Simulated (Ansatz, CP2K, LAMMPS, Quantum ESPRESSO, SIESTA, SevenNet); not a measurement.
**Amorphous 38TiO2-62Al2O3 (mol %) (102 atoms): one relaxed cell, several methods**

What does relaxation change in amorphous 38TiO2-62Al2O3 (mol %) (102 atoms), and how far do other programs agree with plane waves on the relaxed cell?

These are calculated values.

## 1. The structure

The cell holds 102 atoms (9 Ti, 30 Al and 63 O), with edges of 10.53, 10.53 and 10.53 Å. Recipe: 102 atoms (9 Ti, 30 Al, 63 O) placed at random at 3.19 g/cm³, melted at 5000 K for 10 ps at fixed volume with the Morse and Coulomb pair potential with partial charges (Pedone, Malavasi, Menziani, Cormack and Segre, J. Phys. Chem. B 110, 11780 (2006)). Quenched from 5000 K to 300 K at 50 K/ps and fixed volume, held 5 ps, then minimised at fixed cell. Then the atoms were relaxed with SevenNet 0 in the fixed cell. Then the atoms were relaxed with CP2K double zeta, PBE.

## 2. The relaxation

CP2K double zeta (DZVP-MOLOPT-SR, GTH-PBE potentials, 640 Ry; k-points Γ) took 20 geometry steps and reached its thresholds. It started from the geometry that SevenNet 0 had relaxed.

Elapsed: 34 min, on 4 MPI ranks of Intel Xeon Platinum 8259CL at 2.50GHz (Skylake/Cascade Lake), shared host; peak memory 3.4 GiB.

```csv
,before,after
energy (meV/atom),0,-1.5
Al-O bonds under 2.43 Å,138 at 1.845 Å,138 at 1.846 Å
Ti-O bonds under 2.64 Å,45 at 1.949 Å,44 at 1.934 Å
```

Atoms moved by 0.03 Å r.m.s. and 0.10 Å at most, with the common shift taken off.

## 3. Structure of the relaxed cell

Density 3.19 g/cm³, 11.46 Å³ an atom.

Pair distribution functions g(r), in bins of 0.2 Å:

```csv
r (Å),total,O-O,O-Al,O-Ti,Al-Al,Al-Ti,Ti-Ti
1.60,0.03,0.00,0.09,0.00,0.00,0.00,0.00
1.80,3.38,0.00,7.88,4.71,0.00,0.00,0.00
2.00,1.10,0.00,1.86,3.88,0.00,0.00,0.00
2.20,0.19,0.00,0.21,1.03,0.00,0.00,0.00
2.40,0.27,0.66,0.00,0.15,0.00,0.00,0.00
2.60,0.56,1.33,0.07,0.11,0.15,0.00,0.00
2.80,1.46,3.26,0.06,0.21,1.96,0.23,0.00
3.00,1.38,2.32,0.49,0.28,2.28,1.70,0.00
3.20,1.26,1.14,0.86,0.55,3.38,2.81,2.17
3.40,0.87,0.63,0.93,0.64,1.08,2.41,0.95
3.60,0.99,0.67,1.18,1.19,0.64,1.74,3.65
3.80,0.87,0.62,1.15,1.13,0.71,0.49,0.83
4.00,0.85,0.50,1.27,1.18,0.59,0.43,0.00
4.20,1.15,0.57,1.93,1.44,0.53,0.58,0.00
4.40,1.04,0.78,1.30,1.35,0.86,0.72,0.58
4.60,1.11,0.82,1.34,1.67,0.78,0.98,1.67
4.80,1.06,1.29,0.84,1.25,0.90,0.82,0.97
5.00,0.93,1.29,0.52,0.60,1.33,1.23,0.47
5.20,0.90,1.29,0.59,0.49,0.92,1.15,0.41
```

Bonds by pair of elements; cutoffs follow the first minimum of g(r), held within bounds set by covalent radii, and pairs that aren't listed don't count as bonded:

```csv
pair A-B,cutoff (Å),bonds,mean length (Å),spread (Å),shortest (Å),B about A,A about B
O-Al,2.43,138,1.85,0.096,1.69,2.19,4.6
O-Ti,2.64,44,1.93,0.138,1.75,0.698,4.89
```

How many atoms have how many bonded neighbours:

```csv
element,mean,2,3,4,5,6
Al,4.6,0,0,13,16,1
O,2.89,12,46,5,0,0
Ti,4.89,0,0,3,4,2
```

Bond angles (no mean is given where the spread exceeds 20°):

```csv
angle,count,mean (°),spread (°)
O-Al-O,253,-,-
Al-O-Al,107,117,18.7
O-Ti-O,88,-,-
Al-O-Ti,66,120,18.8
Ti-O-Ti,7,133,14.8
```

Oxygen atoms by the number of network formers (Si, P, Ge, B, Al, As, Ga) bound to them:

```csv
network formers bound to O,O atoms,per cent
0,3,4.8
1,10,15.9
2,23,36.5
3,26,41.3
4,1,1.6
```

Network units: each former by its oxygen neighbours and how many of them bridge to another former:

```csv
former,O neighbours,bridging O,atoms
Al,4,2,2
Al,4,3,3
Al,4,4,8
Al,5,4,2
Al,5,5,14
Al,6,5,1
```

Bond length by coordination (bonds to H left out):

```csv
element,coordination,atoms,mean bond length (Å)
Al,4,13,1.78
Al,5,16,1.88
Al,6,1,1.97
O,2,12,1.78
O,3,46,1.86
O,4,5,2.00
Ti,4,3,1.85
Ti,5,4,1.94
Ti,6,2,2.02
```

Rings of the network by King's shortest-path rule, up to 12 atoms, one path for each pair of neighbours; H, halogens, alkali and alkaline-earth atoms are left out, and the last column divides by all other atoms, bonded or not:

```csv
ring size (atoms),rings,per network atom
4,26,0.255
6,53,0.52
8,95,0.931
10,27,0.265
12,2,0.02
```

For some of the pairs, g(r) has its first main peak near 2.8 Å (O-O), 1.8 Å (O-Al), 1.9 Å (O-Ti), 3.1 Å (Al-Al) and 3.3 Å (Al-Ti). Counting bonds as in the table, 53 % of Al atoms have 5, 73 % of O atoms have 3 and 44 % of Ti atoms have 5 bonded neighbours. Counting bonds to Al alone, not to Ti, 36 % of the oxygens join two of these atoms and 16 % one; 41 % join three; 2 % join four; 5 % join none. The commonest Al unit has 5 oxygens, 5 of them shared with other formers (14 of 30 atoms). Rings of 8 atoms are the most common (47 % of those counted); sizes run from 4 to 12, where the search stops.

## 4. The plane-wave reference

Quantum ESPRESSO 7.5: Kohn-Sham DFT, PBE, SSSP efficiency 1.3.0 pseudopotentials, plane waves. Its input for the relaxed cell:

```
&control
  calculation = 'scf'
  pseudo_dir = './pseudo'
  outdir = './tmp'
  disk_io = 'none'
  tprnfor = .true.
  tstress = .true.
/
&system
  ibrav = 0
  nat = 102
  ntyp = 3
  ecutwfc = 60
  ecutrho = 480
  nosym = .true.
  occupations = 'smearing'
  smearing = 'fd'
  degauss = 0.003675
/
&electrons
  conv_thr = 5.1e-07
  electron_maxstep = 100
  mixing_beta = 0.4
  mixing_mode = 'plain'
  diagonalization = 'david'
/
ATOMIC_SPECIES
Ti 47.867 Ti.upf
Al 26.982 Al.upf
O 15.999 O.upf
CELL_PARAMETERS angstrom
10.53390 0.00000 0.00000
0.00000 10.53390 0.00000
0.00000 0.00000 10.53390
ATOMIC_POSITIONS crystal
Ti 0.98563 0.19535 0.67354
Ti 0.63197 0.69199 0.61431
Ti 0.18960 0.84471 0.34435
[... 97 atom lines left out ...]
O 0.95092 0.81530 0.60631
O 0.88298 0.33097 0.64168
K_POINTS gamma
```

Elapsed: 6.6 min, on 4 MPI ranks of Intel Xeon Platinum 8259CL at 2.50GHz (Skylake/Cascade Lake), shared host; peak memory 4.1 GiB.

## 5. Side by side

CPU times are from a shared host and are rough.

| level | basis or training data | k-points | own r.m.s. force (meV/Å) | difference from the reference (meV/Å) | pressure (GPa) | Kohn-Sham gap (eV) | CPU time | memory (GiB) |
| --- | --- | --- | --- | --- | --- | --- | --- | --- |
| QE, PBE | plane waves, SSSP efficiency, 60/480 Ry | Γ | 55 | - | 1.03 | 2.31 | 26 min | 4.1 |
| SIESTA DZP, PBE | DZP orbitals, shift 0.01 Ry, mesh 400 Ry | Γ | 122 | 102 | 3.21 | 2.08 | 14 min | 2.6 |
| SevenNet 0 | trained on PBE(+U) plane-wave data | - | 84 | 83 | 0.95 | - | 11 s | 1.1 |

The gap is the spacing of the highest filled and lowest empty Kohn-Sham level on the mesh; a dash marks partly filled levels, a spacing under 0.15 eV or a method without such levels.

## 6. Outcome

Relaxation in the fixed cell lowers the energy by 2 meV/atom at its own level and moves atoms by up to 0.10 Å. By the cutoffs of the final cell 0 bonds formed and 1 was lost, leaving 182. The reference finds an r.m.s. force of 55 meV/Å there and a pressure of 1.03 GPa, at a geometry that CP2K double zeta made.

Forces differ from the reference's by 83 meV/Å (SevenNet 0) and 102 meV/Å (SIESTA DZP, PBE). CP2K double zeta is at its own minimum here, so the reference's force is itself a measure of how the two differ. Pressures lie -0.1 GPa (SevenNet 0) and +2.2 GPa (SIESTA DZP, PBE) from the reference's. The highest filled and lowest empty levels lie 2.31 eV apart in the reference, against 2.08 eV in SIESTA DZP, PBE. Counting bonds as in the table, 53 % of Al atoms have 5, 73 % of O atoms have 3 and 44 % of Ti atoms have 5 bonded neighbours. Rings of 8 atoms are the most common (47 % of those counted); sizes run from 4 to 12, where the search stops.

**Limits.** The density was set by the recipe and held. One sample of a disordered cell; defect or tail levels can set the gap. Gaps are read on the mesh, which holds the band edges only if they fold onto it, and semilocal functionals tend to put them under measured ones. The quench rate of 50 K/ps is many orders above laboratory rates, so the cell is likely richer in defects and strain than a real sample. The reference samples only Γ, in a cell whose shortest periodic width is 11 Å. The plane-wave runs aren't exact: their cutoffs and mesh weren't converged further here. SIESTA's automatically made basis is far from complete, and its potentials were converted by us (checked for H, C, O, Si, Ge and Ca alone). Where levels are smeared, the DFT runs use Fermi–Dirac occupations at 580 K (0.05 eV), and energies are free energies.

[Logs are printed without paths, hosts, clocks, repeated set-up lines and the standing remarks that a program may print on its own settings, such as how far it seeks lower states.]

[Hosts, paths, dates, database ids (printed as entryN), source tags and the programs' standing remarks are cut or masked in the printed files.]
